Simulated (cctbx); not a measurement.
# MnZn3NiO6 with cctbx, script by script

Library: cctbx 2025.11. The data are simulated by the first script.

## 1. Simulate the data

run.py:

```python
from cctbx import adptbx, crystal, miller, sgtbx, xray
from cctbx.array_family import flex
from iotbx.shelx import hklf
from scitbx import matrix
import scitbx.random

cs = crystal.symmetry(unit_cell=(8.909, 8.909, 9.967, 90, 90, 120), space_group_symbol='Hall: -R 3 2"c')  # R-3c
atoms = [  # label, site, U (iso, or U11 U22 U33 U12 U13 U23 in A^2), occupancy
    ("Zn1", (2/3, 0.97218, 0.58333), (0.0065, 0.0063, 0.0053, 0.0032, -0.0004, -0.0002), 1),
    ("Ni1", (0, 0, 0.25), (0.0055, 0.0055, 0.0053, 0.0027, 0.0000, 0.0000), 1),
    ("Mn1", (0, 0, 0), (0.0062, 0.0062, 0.0060, 0.0031, 0.0000, 0.0000), 1),
    ("O1", (0.1557, 0.5187, 0.5558), (0.0072, 0.0093, 0.0062, 0.0049, -0.0014, -0.0016), 1),
]
xs = xray.structure(crystal_symmetry=cs)
for label, site, u, occ in atoms:
    u = adptbx.u_cif_as_u_star(cs.unit_cell(), u) if isinstance(u, tuple) else u
    xs.add_scatterer(xray.scatterer(label, site=site, u=u, occupancy=occ))
xs.set_inelastic_form_factors(1.54184, "sasaki")
xs.show_summary()
p1 = xs.expand_to_p1()
ms = miller.build_set(p1, anomalous_flag=True, d_min=0.83)
flex.set_random_seed(381431)
scitbx.random.set_random_seed(381431)
ms = ms.select(flex.random_double(ms.size()) < 0.5)
i = ms.structure_factors_from_scatterers(p1, algorithm="direct").f_calc().as_intensity_array().data()
i = i * 20000 / flex.max(i)
sig = flex.sqrt(i + flex.pow2(0.04 * i) + 8 ** 2)
noise = scitbx.random.variate(scitbx.random.normal_distribution())(i.size())
data = ms.array(data=i + sig * noise, sigmas=sig).set_observation_type_xray_intensity()
with open("data.hkl", "w") as f:
    data.export_as_shelx_hklf(f)
print("reflections written:", data.size(), " <I/sigma> = %.1f" % flex.mean(data.data() / data.sigmas()))
for h, a, b in list(data.sort("data"))[:12]:
    print("%4d%4d%4d %9.1f %7.1f" % (h + (a, b)))
```

```console
$ python run.py
```

```text
Number of scatterers: 4
At special positions: 3
Unit cell: (8.909, 8.909, 9.967, 90, 90, 120)
Space group: R -3 c :H (No. 167)
reflections written: 2527  <I/sigma> = 4.2
   0  -3   0   19665.7   812.4
  -3   3   0   19044.5   812.4
   0   0   6   12260.7   499.3
  -2  -2   3   11184.5   429.3
  -2   4   3   10811.1   429.3
   4  -2   3   10525.0   429.3
   2  -4   3   10343.3   429.3
   3   3   0   10268.1   427.5
   6  -3   0   10132.2   427.5
  -4   2  -3    9374.7   429.3
   1   1   3    6910.1   275.1
  -1   2   3    6892.0   275.1
```

Run time: 0.21 s on 1 thread of Arm Neoverse V2 (shared host), peak memory 0.07 GiB.

## 2. Refinement (right model, isotropic)

run.py:

```python
import math
from cctbx import adptbx, crystal, maptbx, sgtbx, xray
from cctbx.array_family import flex
from cctbx.xray import observations
from iotbx.shelx import hklf
from scitbx.lstbx import normal_eqns_solving
from smtbx import absolute_structure, utils
from smtbx.refinement import constraints, least_squares

cs = crystal.symmetry(unit_cell=(8.909, 8.909, 9.967, 90, 90, 120), space_group_symbol='Hall: -R 3 2"c')  # R-3c
atoms = [  # label, site, U (iso, or U11 U22 U33 U12 U13 U23 in A^2), occupancy
    ("Zn1", (2/3, 0.9682, 0.58333), 0.0200, 1),
    ("Ni1", (0, 0, 0.25), 0.0200, 1),
    ("Mn1", (0, 0, 0), 0.0200, 1),
    ("O1", (0.153, 0.52, 0.5572), 0.0200, 1),
]
xs = xray.structure(crystal_symmetry=cs)
for label, site, u, occ in atoms:
    u = adptbx.u_cif_as_u_star(cs.unit_cell(), u) if isinstance(u, tuple) else u
    xs.add_scatterer(xray.scatterer(label, site=site, u=u, occupancy=occ))
xs.set_inelastic_form_factors(1.54184, "sasaki")
raw = hklf.reader(file_name="data.hkl").as_miller_arrays(crystal_symmetry=cs, anomalous=True)[0]
merged = raw.eliminate_sys_absent().merge_equivalents()
fo2 = merged.array().set_observation_type_xray_intensity()
print("Rint %.3f, %d unique reflections to %.2f A" % (merged.r_int(), fo2.size(), fo2.d_min()))
for sc in xs.scatterers():
    sc.flags.set_grad_site(True)
    sc.flags.set_grad_u_aniso(sc.flags.use_u_aniso())
    sc.flags.set_grad_u_iso(sc.flags.use_u_iso())
obs = fo2.as_xray_observations()
extra = {}
rep = constraints.reparametrisation(xs, [], utils.connectivity_table(xs), **extra)
ls = least_squares.crystallographic_ls(obs, rep, weighting_scheme=least_squares.mainstream_shelx_weighting(a=0, b=0))
print("cycle     R1     wR2    GooF  max shift (A)")
for cycle in range(8):
    ls.build_up()
    r1, wr2, goof = ls.r1_factor(cutoff_factor=2)[0], ls.wR2(), ls.goof()
    old = xs.sites_cart()
    normal_eqns_solving.levenberg_marquardt_iterations(ls, n_max_iterations=3, tau=1e-06, step_threshold=1e-7)
    big = flex.max((xs.sites_cart() - old).norms())
    print("%4d %7.4f %7.4f %7.3f %9.5f" % (cycle + 1, r1, wr2, goof, big))
    ls.build_up(objective_only=True)
    if abs(ls.wR2() - wr2) < 5e-5 and big < 5e-4:
        break
ls.build_up()
print("final R1 %.4f wR2 %.4f GooF %.3f  parameters %d  data/parameter %.1f" % (ls.r1_factor(cutoff_factor=2)[0], ls.wR2(), ls.goof(), ls.n_parameters, fo2.size() / ls.n_parameters))
cov = ls.covariance_matrix_and_annotations()
su = dict(zip(cov.annotations, (math.sqrt(max(v, 0)) for v in cov.matrix.matrix_packed_u_diagonal())))
a2 = cs.unit_cell().reciprocal_parameters()[0] ** -2
print("atom        x        y        z      Ueq    occ   su(xyz)  su(Uiso or U11)")
for sc in xs.scatterers():
    s = max(su.get(sc.label + k, 0) for k in (".x", ".y", ".z"))
    npd = "" if sc.is_positive_definite_u(cs.unit_cell()) else "  NPD"
    print("%-5s %8.5f %8.5f %8.5f %8.4f %6.3f %8.5f %7.4f%s" % ((sc.label,) + sc.site + (sc.u_iso_or_equiv(cs.unit_cell()), sc.occupancy, s, su.get(sc.label + ".uiso", su.get(sc.label + ".u11", 0) * a2), npd)))
fo = fo2.f_sq_as_f()
fc = fo.structure_factors_from_scatterers(xs, algorithm="direct").f_calc()
diff = fo.f_obs_minus_f_calc(1 / math.sqrt(ls.scale_factor()), fc).average_bijvoet_mates()
m = diff.fft_map(symmetry_flags=maptbx.use_space_group_symmetry, resolution_factor=0.25).apply_volume_scaling()
print("difference map: max %.2f min %.2f rms %.2f" % (m.statistics().max(), m.statistics().min(), m.statistics().sigma()))
peaks = m.peak_search(parameters=maptbx.peak_search_parameters(min_distance_sym_equiv=0.6, max_clusters=6)).all()
near = xs.closest_distances(peaks.sites(), distance_cutoff=4)
sps = cs.special_position_settings(min_distance_sym_equiv=0.5)
for k, (x, h) in enumerate(zip(peaks.sites(), peaks.heights())):
    ss = sps.site_symmetry(x)
    print("Q%-3d %7.4f %7.4f %7.4f %4d %7.2f  %.2f A from %s" % ((k + 1,) + tuple(t % 1 for t in ss.exact_site()) + (ss.multiplicity(), h, near.smallest_distances[k], xs.scatterers()[near.i_seqs[k]].label)))
```

```console
$ python run.py
```

```text
Rint 0.035, 141 unique reflections to 0.83 A
cycle     R1     wR2    GooF  max shift (A)
   1  0.1232  0.2986  10.533   0.03529
   2  0.0131  0.0302   1.067   0.00000
final R1 0.0131 wR2 0.0302 GooF 1.067  parameters 8  data/parameter 17.6
atom        x        y        z      Ueq    occ   su(xyz)  su(Uiso or U11)
Zn1    0.66667  0.97216  0.58333   0.0061  1.000  0.00005  0.0002
Ni1    0.00000  0.00000  0.25000   0.0055  1.000  0.00000  0.0002
Mn1    0.00000  0.00000  0.00000   0.0060  1.000  0.00000  0.0002
O1     0.15589  0.51896  0.55595   0.0072  1.000  0.00020  0.0004
difference map: max 0.36 min -0.52 rms 0.11
Q1    0.0375  0.1337  0.8658   36    0.38  0.49 A from O1
Q2    0.1008  0.2210  0.1679   36    0.32  1.29 A from O1
Q3    0.0293  0.1838  0.7886   36    0.25  1.00 A from O1
Q4    0.0052  0.2370  0.0493   36    0.24  0.85 A from Zn1
Q5    0.0506  0.5223  0.0661   36    0.24  0.99 A from O1
Q6    0.0452  0.1483  0.0813   36    0.24  1.22 A from O1
```

Time: 0.51 s.

## 3. Refinement (right model, anisotropic)

run.py, as its changes from the last script of this kind:

```diff
@@ -12,4 +12,4 @@
-    ("Zn1", (2/3, 0.9682, 0.58333), 0.0200, 1),
-    ("Ni1", (0, 0, 0.25), 0.0200, 1),
-    ("Mn1", (0, 0, 0), 0.0200, 1),
-    ("O1", (0.153, 0.52, 0.5572), 0.0200, 1),
+    ("Zn1", (2/3, 0.97216, 0.58333), 0.0061, 1),
+    ("Ni1", (0, 0, 0.25), 0.0055, 1),
+    ("Mn1", (0, 0, 0), 0.0060, 1),
+    ("O1", (0.15589, 0.51896, 0.55595), 0.0072, 1),
@@ -21,0 +22 @@
+xs.convert_to_anisotropic()
```

```console
$ python run.py
```

```text
Rint 0.035, 141 unique reflections to 0.83 A
cycle     R1     wR2    GooF  max shift (A)
   1  0.0131  0.0303   1.110   0.00105
   2  0.0116  0.0248   0.910   0.00000
final R1 0.0116 wR2 0.0248 GooF 0.910  parameters 18  data/parameter 7.8
atom        x        y        z      Ueq    occ   su(xyz)  su(Uiso or U11)
Zn1    0.66667  0.97218  0.58333   0.0060  1.000  0.00004  0.0002
Ni1    0.00000  0.00000  0.25000   0.0052  1.000  0.00000  0.0003
Mn1    0.00000  0.00000  0.00000   0.0058  1.000  0.00000  0.0002
O1     0.15579  0.51899  0.55596   0.0071  1.000  0.00018  0.0006
difference map: max 0.30 min -0.58 rms 0.10
Q1    0.0956  0.2216  0.1713   36    0.31  1.35 A from O1
Q2    0.0324  0.1786  0.7974   36    0.28  0.92 A from O1
Q3    0.0812  0.5322  0.0729   36    0.24  0.85 A from O1
Q4    0.0167  0.3736  0.0152   36    0.24  0.80 A from Zn1
Q5    0.0132  0.0991  0.5927   36    0.23  0.73 A from O1
Q6    0.0000  0.2336  0.7500   18    0.23  1.14 A from Zn1
```

Time: 0.46 s.

## 4. Refinement

run.py, as its changes from the last script of this kind:

```diff
@@ -15,0 +16 @@
+    ("O2", (0.121, 0.168, 0.007), 0.0300, 1),
@@ -22 +22,0 @@
-xs.convert_to_anisotropic()
@@ -36 +36 @@
-for cycle in range(8):
+for cycle in range(12):
```

```console
$ python run.py
```

```text
Rint 0.035, 141 unique reflections to 0.83 A
cycle     R1     wR2    GooF  max shift (A)
   1  0.2637  0.5982  21.427   0.36601
   2  0.0512  0.1684   6.033   1.09180
   3  0.0151  0.0363   1.300   0.41805
   4  0.0136  0.0333   1.194   0.02224
   5  0.0136  0.0333   1.192   0.00449
   6  0.0139  0.0362   1.298   0.00205
   7  0.0136  0.0333   1.192   0.00168
   8  0.0139  0.0362   1.298   0.00204
   9  0.0136  0.0333   1.192   0.00173
  10  0.0139  0.0362   1.298   0.00194
  11  0.0136  0.0333   1.192   0.00176
  12  0.0139  0.0362   1.298   0.00188
final R1 0.0136 wR2 0.0333 GooF 1.192  parameters 12  data/parameter 11.8
atom        x        y        z      Ueq    occ   su(xyz)  su(Uiso or U11)
Zn1    0.66667  0.97216  0.58333   0.0060  1.000  0.00005  0.0002
Ni1    0.00000  0.00000  0.25000   0.0054  1.000  0.00000  0.0003
Mn1    0.00000  0.00000  0.00000   0.0059  1.000  0.00000  0.0003
O1     0.15600  0.51880  0.55594   0.0073  1.000  0.00023  0.0004
O2     0.11517  0.21910 -0.11444   1.0000  1.000  0.01223  0.0597
difference map: max 0.34 min -0.48 rms 0.11
Q1    0.1036  0.2250  0.1665   36    0.35  1.29 A from O1
Q2    0.0363  0.1349  0.8682   36    0.34  0.46 A from O1
Q3    0.0000  0.4357  0.7500   18    0.31  0.66 A from Zn1
Q4    0.0000  0.3769  0.2500   18    0.29  1.47 A from O1
Q5    0.0100  0.2447  0.0470   36    0.27  0.81 A from Zn1
Q6    0.0000  0.0000  0.2500    6    0.27  0.00 A from Ni1
```

Time: 1.6 s.

This run holds a fault made on purpose: spurious atom: O2.

## 5. Refinement

run.py, as its changes from the last script of this kind:

```diff
@@ -16 +15,0 @@
-    ("O2", (0.121, 0.168, 0.007), 0.0300, 1),
@@ -22,0 +22 @@
+xs.convert_to_anisotropic()
@@ -24 +24 @@
-merged = raw.eliminate_sys_absent().merge_equivalents()
+merged = raw.eliminate_sys_absent().resolution_filter(d_min=2).merge_equivalents()
```

```console
$ python run.py
```

```text
Rint 0.028, 11 unique reflections to 2.09 A
cycle     R1     wR2    GooF  max shift (A)
   1  0.0134  0.0283   0.000   0.00036
   2  0.0000  0.0000   0.000   0.00000
final R1 0.0000 wR2 0.0000 GooF 0.000  parameters 18  data/parameter 0.6
RuntimeError: scitbx Error:  SCITBX_ASSERT(!cholesky.failure) failure in index: 10
```

Time: 0.41 s.

This run holds a fault made on purpose: data cut at low resolution.

## 6. Refinement

run.py, as its changes from the last script of this kind:

```diff
@@ -21 +21 @@
-xs.set_inelastic_form_factors(1.54184, "sasaki")
+xs.set_inelastic_form_factors(0.71073, "sasaki")
@@ -24 +24 @@
-merged = raw.eliminate_sys_absent().resolution_filter(d_min=2).merge_equivalents()
+merged = raw.eliminate_sys_absent().merge_equivalents()
```

```console
$ python run.py
```

```text
Rint 0.035, 141 unique reflections to 0.83 A
cycle     R1     wR2    GooF  max shift (A)
   1  0.0656  0.1788   6.559   0.00443
   2  0.0224  0.0531   1.950   0.00001
final R1 0.0224 wR2 0.0531 GooF 1.950  parameters 18  data/parameter 7.8
atom        x        y        z      Ueq    occ   su(xyz)  su(Uiso or U11)
Zn1    0.66667  0.97219  0.58333   0.0087  1.000  0.00009  0.0005
Ni1    0.00000  0.00000  0.25000   0.0160  1.000  0.00000  0.0005
Mn1    0.00000  0.00000  0.00000   0.0048  1.000  0.00000  0.0005
O1     0.15605  0.51924  0.55557   0.0021  1.000  0.00038  0.0013  NPD
difference map: max 0.62 min -1.03 rms 0.21
Q1    0.0742  0.1997  0.9122   36    0.64  0.41 A from O1
Q2    0.0445  0.1002  0.8430   36    0.59  0.89 A from O1
Q3    0.0000  0.0000  0.0000    6    0.56  0.00 A from Mn1
Q4    0.0000  0.2000  0.5926   36    0.46  0.45 A from O1
Q5    0.0288  0.1651  0.8084   36    0.41  0.81 A from O1
Q6    0.0322  0.2932  0.0168   36    0.40  0.76 A from Zn1
```

It took 0.46 s on 1 thread of Arm Neoverse V2, on a shared host, peak memory 0.09 GiB.

This run holds a fault made on purpose: dispersion terms of the wrong wavelength.

[Logs are printed without paths, hosts, clocks, repeated set-up lines and the standing remarks that a program may print on its own settings, such as how far it seeks lower states.]
